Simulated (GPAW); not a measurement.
**LiF (Fm-3m): how ε∞ follows the gap**

The empty bands of LiF (Fm-3m) are shifted up rigidly by Δ, and ε∞ is computed for each shift.

It takes space group Fm-3m (No. 225, cubic). Conventional cell: a = 4.028 Å, b = 4.028 Å, c = 4.028 Å, α = 90.00°, β = 90.00°, γ = 90.00°. F on site b is surrounded by 6 Li at 2.01 Å. Li on site a is surrounded by 6 F at 2.01 Å.

Method: GPAW 26.7.0, LDA, RPA, k-mesh 15×15×15, local fields up to 50 eV, Lorentzian half width 0.15 eV.

Launch of the response step: `OMP_NUM_THREADS=1 python df.py`. The series took 43 s in all, its band step included, on 1 thread of Arm Neoverse V1, on a shared host.

```
Δ (eV)     ε∞
  0.00  1.989
  0.40      ?
  0.80  1.941
  1.20  1.919
  1.60  1.898
  2.00  1.879
```

With one effective transition at E₀ and fixed dipole strength, ε∞ − 1 = A/(E₀ + Δ), so 1/(ε∞ − 1) is linear in Δ.

Working, on the rows shown:

| x = Δ (eV) | y = 1/(ε∞ − 1) |
| --- | --- |
| 0 | 1.01112 |
| 0.8 | 1.0627 |
| 1.2 | 1.08814 |
| 1.6 | 1.11359 |
| 2 | 1.13766 |

Means: x̄ = 1.12, ȳ = 1.0826. Σ(x − x̄)(y − ȳ) = 0.1502, Σ(x − x̄)² = 2.368. Slope = 0.1502 / 2.368 = 0.06342; intercept = ȳ − slope · x̄ = 1.0116. Turned back into ε∞, the line misses the rows shown by at most 0.00062.

What does the fit predict for the withheld row, and how well does it do?

At x = 0.4 the line gives y = 1.037, that is 1.964. The run gave 1.965, so the interpolation is off by 0.00066, 0.6 % of the range in the table.

Refitted with all rows, the slope is 0.06358 and the intercept 1.0113. These give E₀ = intercept/slope = 15.9 eV, far above the least direct gap of 8.80 eV: most of the screening comes from transitions well over the edge. Over the first step ε∞ falls by 3 % per eV. Excitons are left out; LDA gaps are as a rule too small. The values come from a sum over the points of one k-mesh and carry its error, which grows as the direct gap shrinks. This version of GPAW has incomplete matrix elements in the optical limit, which can lower ε − 1 by up to a tenth where first-row anions or d states rule. The local-field cutoff holds few shells of reciprocal vectors for this small cell, so ε∞ can read a few per cent high.

[Logs are printed without paths, hosts, clocks, repeated set-up lines and the standing remarks that a program may print on its own settings, such as how far it seeks lower states.]
